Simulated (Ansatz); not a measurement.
# Static equation of state of glassy 65SiO2-10Al2O3-25Li2O (mol %) (128 atoms)

Density of this cell: 2.45 g/cm³. The cell holds 128 atoms: 26 Si, 8 Al, 20 Li and 74 O. Its edges and angles: a = 11.363 Å, b = 11.620 Å, c = 11.679 Å, α = 88.0°, β = 91.2°, γ = 89.1°. The starting structure: 128 atoms (26 Si, 8 Al, 20 Li, 74 O) placed at random at 2.38 g/cm³, melted at 4000 K for 10 ps at fixed volume with the Morse and Coulomb pair potential with partial charges (Pedone, Malavasi, Menziani, Cormack and Segre, J. Phys. Chem. B 110, 11780 (2006)). Quenched from 4000 K to 300 K at 100 K/ps and fixed volume, held 10 ps at zero pressure.

Calculated with Ansatz 0.2.0: Kohn-Sham DFT, r2SCAN, PAW (set soft_2), plane waves; cutoff 500 eV, Γ point, fixed occupations. Cell and atoms were relaxed first, to V0 = 12.037 Å³ an atom at a residual P0 = 0.003 GPa. The cell was then scaled evenly, and the atoms were relaxed at each volume.

| volume (Å³/atom) | pressure (GPa) |
| --- | --- |
| 11.315 | 2.614 |
| 11.676 | ? |
| 12.398 | -1.690 |
| 12.759 | -3.004 |

Task: Fit the third-order Birch–Murnaghan equation to the rows given and interpolate to the withheld row.

Worked fit:

Take the Eulerian strain f = ½[(V0/V)^(2/3) − 1] and the normalised pressure F = (P − P0) / [3f(1 + 2f)^(5/2)]. The third-order Birch–Murnaghan equation is then the line F = B0 + (3/2)B0(B′ − 4) f, so u = f and v = F.

| u = f | v = F (GPa) |
| --- | --- |
| 0.0210562 | 37.2914 |
| -0.00975657 | 60.7431 |
| -0.0190507 | 57.9741 |

With n = 3: mean u = -0.00258369, mean v = 52.0029, Σ(u − ū)² = 8.815e-4, Σ(u − ū)(v − v̄) = -0.50880. Slope b = -0.50880 / 8.815e-4 = -577.22; intercept a = v̄ − b ū = 50.512.

So B0 = a = 50.5 GPa and B′ = 4 + 2b/(3a) = -3.62. At the withheld volume f = 0.01026, F = a + b f = 44.59 GPa, and P = P0 + 3f(1 + 2f)^(5/2) F.

Prediction at 11.676: 1.446 GPa. The run gave 2.007 GPa, so the fit is low by 0.56 GPa (28 % of the value).

The series isn't one smooth equation of state: even a line fitted to all rows, the withheld one included, misses F by up to 23.6 %, the count of bonds changes along the series and an atom moves over 0.5 Å in some relaxation. B0 and B′ are then only the numbers of this fit, not moduli of the material. Among the rows given, the largest miss of the fit is at 12.759, by 0.18 GPa (3.3 % of the range of the table).

Limits: Static cells at zero temperature; the cell shape is held. The program notes that the SCF threshold of these relaxations is loose for the stress. The quench rate of 100 K/ps is many orders above laboratory rates, so the cell is likely richer in defects and strain than a real sample. The network of bonds at the start is that of the classical potential that made the cell, and needn't be the one that DFT or experiment would give. Only the Γ point is sampled, in a cell whose shortest periodic width is 11 Å.

[Hosts, paths, dates, database ids (printed as entryN), source tags and the programs' standing remarks are cut or masked in the printed files.]
